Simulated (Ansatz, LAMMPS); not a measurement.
# Li+ triflate in diglyme and sulfolane, from a frame at 350 K (181 atoms): geometry optimisation, part 2 of 2

Wanted: the relaxed structure of Li+ triflate in diglyme and sulfolane, from a frame at 350 K (181 atoms) and its electronic structure.

Ansatz 0.2.0; Kohn-Sham DFT, PBE+D4, PAW (set soft_2), plane waves.

The cell: 42 C, 31 O, 86 H, 6 S, 12 F and 4 Li. The network of contacts between molecules at the start is that of the classical potential that made the cell. The density was typed from a rule of thumb and may lie off the real one at this temperature. The Brillouin zone is sampled at Γ only, in a cell whose shortest periodic width is 13 Å.

So far. Step 4 (Relaxation): The relaxation changed the energy by -48.1 meV/atom, and atoms moved by 0.83 Å r.m.s., 1.8 Å at most.

**6. Single point at the relaxed geometry (continued)**

States in the cell by windows of 1 eV, zero at the Fermi level; the larger projections on atomic orbitals stand beside the total:

```csv
from (eV),to (eV),total,C p,O p,H s,F p
-10,-9,32.5,14.7,8.5,4.9,0.4
-9,-8,66.4,19.9,19.6,6.9,12.5
-8,-7,62.4,17.6,13.2,7.6,19.3
-7,-6,46.6,19.6,5.1,9.4,11.4
-6,-5,51.4,18.1,21.0,9.9,0.3
-5,-4,55.2,8.9,35.4,5.6,1.5
-4,-3,25.0,2.6,18.5,2.6,0.4
-3,-2,19.5,1.7,14.2,3.3,0.0
-2,1,0.0,0.0,0.0,0.0,0.0
1,2,0.1,0.0,0.0,0.0,0.0
2,3,12.7,1.6,0.7,3.4,0.0
3,4,44.5,9.7,3.1,7.9,0.7
4,5,55.7,12.3,5.2,7.7,1.7
```

Between -26 and -10 eV lie 181 more states.

About 32 of the 572 electrons lie in deeper levels, below the stored range.

Not all projections were asked for or kept, so they needn't add up to the total.

The levels nearest the highest filled one (over half full), pooled over k-points and spins:

```csv
level less the highest filled one (eV),occupation
-0.448,2
-0.361,2
-0.280,2
-0.258,2
-0.119,2
0,2
4.42,0
4.77,0
4.80,0
4.93,0
5.09,0
5.19,0
```

Valence density in the ab plane at fractional z = 0.075, with atoms of H and C and O and S and F within 0.2 Å of it. It is the smooth field of the valence electrons, not physical close to the nuclei.

Ten steps, logarithmic in the rise over the least value, from '0' (0.00 × 1e0 e/Å³) to '9' (9.70 × 1e0 e/Å³), each cell a mean:
```
000000000001111000000001111122210000
000000000000110000000013333444321000
000000000000000000000023455555421000
000000111000000000000012345445421000
110002343100000000000001235554321101
211002343100000000000012234332211011
110000111000000000000146653211000001
000000000000000010000269984100000000
000000000000001232100258863100000000
000111100011012454200012221000000000
000112111333211232100000000000000000
000011112465310000000000000000000000
000011111343200000000000001122210000
000000000111000000000000123455531000
000000000000000000000001245665420000
000000000000000000111111245654310000
012321123210000012454322333443221000
146764455421000025887644432223332100
258986666420000024787655543222232100
146765566420000002344445543211110000
012222356420000000011223322100000000
000000133210000000000001111000000000
000000000000000000000000000000000000
000000000000110000000000000000000000
```
Columns run along a (12.7 Å), rows up along b (12.7 Å). Atoms in or near the plane, at fractional coordinates: H at (0.29, 0.51), H at (0.45, 0.60), C at (0.20, 0.21), O at (0.09, 0.22), H at (0.23, 0.13), O at (0.53, 0.25), H at (0.83, 0.43), S at (0.77, 0.85), F at (0.66, 0.67).

ELF in the ab plane at fractional z = 0.075, with atoms of H and C and O and S and F within 0.2 Å of it. It is the smooth field of the valence electrons, not physical close to the nuclei.

Ten even steps from '0' (0.01 × 1e-1) to '9' (9.98 × 1e-1), each cell a mean:
```
110000000002453000100013310135531000
000000000001232000000146642356541000
000000000000000000000257665356410000
000001454200000000000133454114421000
110006999610000000000000147755432000
121007999820000000000001136532231000
111003786200000000000366653100000000
000000000000000232001587675100000000
000023100000004899600477785100000000
100278510110005999930035552000000012
000266312687302799720000000000000001
000021114999820134200000000014420000
000232003899730000000000012379994000
000232000233200000000000244589998200
000000000000000000000000255369984100
011100012310000013443100257545410000
157741268985100146887422233444333200
378875479986100258756754531124799600
477468436742000268866745874113799500
368765578741000136765556874210255100
023322799983000002221233322210000000
000000599951000000000000001210000121
000000024200010000000000000000000132
000000000001342000000000000012200000
```
Columns run along a (12.7 Å), rows up along b (12.7 Å). Atoms in or near the plane, at fractional coordinates: H at (0.29, 0.51), H at (0.45, 0.60), C at (0.20, 0.21), O at (0.09, 0.22), H at (0.23, 0.13), O at (0.53, 0.25), H at (0.83, 0.43), S at (0.77, 0.85), F at (0.66, 0.67).

Mean intrinsic-atomic-orbital charges: C -0.16, F -0.27, H +0.17, Li +0.76, O -0.68, S +2.16 e.

Local excerpt of 8 atoms (numbers count through the whole input) about Li181, one of the 4 Li atoms; x, y, z are measured from there.

```csv
atom,x,y,z,distance (Å),bonds,intrinsic-atomic-orbital charge (e)
Li181,0.00,0.00,0.00,0.00,4,0.74
O118,-1.56,1.20,-0.11,1.97,2,-0.91
O162,1.44,1.47,-0.11,2.06,2,-0.93
O100,0.08,-0.26,2.04,2.06,3,-0.41
O31,0.85,-1.00,-1.61,2.07,3,-0.41
O28,-1.42,-1.78,-0.46,2.32,2,-0.41
H109,0.47,-2.48,0.89,2.68,1,0.14
H113,-0.42,1.71,2.26,2.87,1,0.20
```

The column of bonds counts only the pairs H-C within 1.34 Å, C-C within 1.85 Å, C-O within 1.73 Å, C-F within 1.62 Å, C-S within 2.21 Å, O-S within 1.88 Å, O-Li within 2.27 Å; other neighbours, such as metal atoms beside each other in a compound, aren't counted, and periodic images can show an atom twice.

**7. Changed: basis.ecutwfc = "600 eV"**

Changed here: basis.ecutwfc = "600 eV".

The input, input.yaml:

```yaml
crystal:
  lattice:
    - [12.72232, 0.0, 0.0]
    - [0.0, 12.72232, 0.0]
    - [0.0, 0.0, 12.72232]
  atoms:
    [... the 181 atom lines of step 3 ...]
kpoints:
  mp_grid: { grid: [1, 1, 1] }
hamiltonian:
  xc: pbe
  dispersion: d4
scf:
  occupations: { method: gaussian, width: 0.05 }
output:
  forces: true
  stress: true
  populations: intrinsic
  dos:
    method: { smearing: { sigma: 0.15 } }
    de: 0.1
    projected: { site_lists: { C: [C], F: [F], H: [H], Li: [Li], O: [O] } }
  eigenvalues: true
basis:
  ecutwfc: "600 eV"
```

The run is started by

```
ansatz run input.yaml --threads 4 --pin off --max-ram 8192MiB --backend cpu --events-out ev --progress --plain --runs-dir out
```

It took 80 s on 4 threads of Arm Neoverse V1, shared host; peak memory 4.6 GiB; 5.2 min of CPU time.

Geometry and reference: those of the single point at the start.

Forces differ from those of the single point at the start by 4.8 meV/Å r.m.s., 0.51 % of their size; the energy by -3.5 meV/atom and the pressure by -0.021 GPa. It took 1.6 times the reference's time (shared host, so rough).

**8. Outcome**

| Property | Result |
| --- | --- |
| energy change in the relaxation | -48.05 meV/atom |
| r.m.s. displacement | 0.835 Å |
| largest displacement | 1.805 Å |
| free energy per atom | -250.9916 eV/atom |
| pressure | -0.212 GPa |
| r.m.s. force component | 0.00637 eV/Å |
| gap (highest filled to lowest empty level) | 4.419 eV |
| wall time of the 4 DFT runs | 15 min |

In words: Relaxation lowers the energy by 48.1 meV/atom and moves atoms by 0.83 Å r.m.s.; the r.m.s. force component goes from 0.95 to 0.0064 eV/Å, the pressure goes from 1.1 to -0.21 GPa, and the gap from 4.22 to 4.42 eV. From the first step to the last the energy fell by 8.698 eV, and the largest move was 1.81 Å (H140). The C-S bonds change most in mean length: from 1.817 Å (spread 0.044) to 1.842 Å (spread 0.033). Between filled and empty levels lie 4.42 eV (at Γ alone); a semilocal functional tends to put such gaps too low. In a disordered cell it changes from sample to sample and from frame to frame.

Caveats: The network of contacts between molecules at the start is that of the classical potential that made the cell; in DFT atoms moved by 0.83 Å r.m.s.

[Logs are printed without paths, hosts, clocks, repeated set-up lines and the standing remarks that a program may print on its own settings, such as how far it seeks lower states.]

[Hosts, paths, dates, database ids (printed as entryN), source tags and the programs' standing remarks are cut or masked in the printed files.]
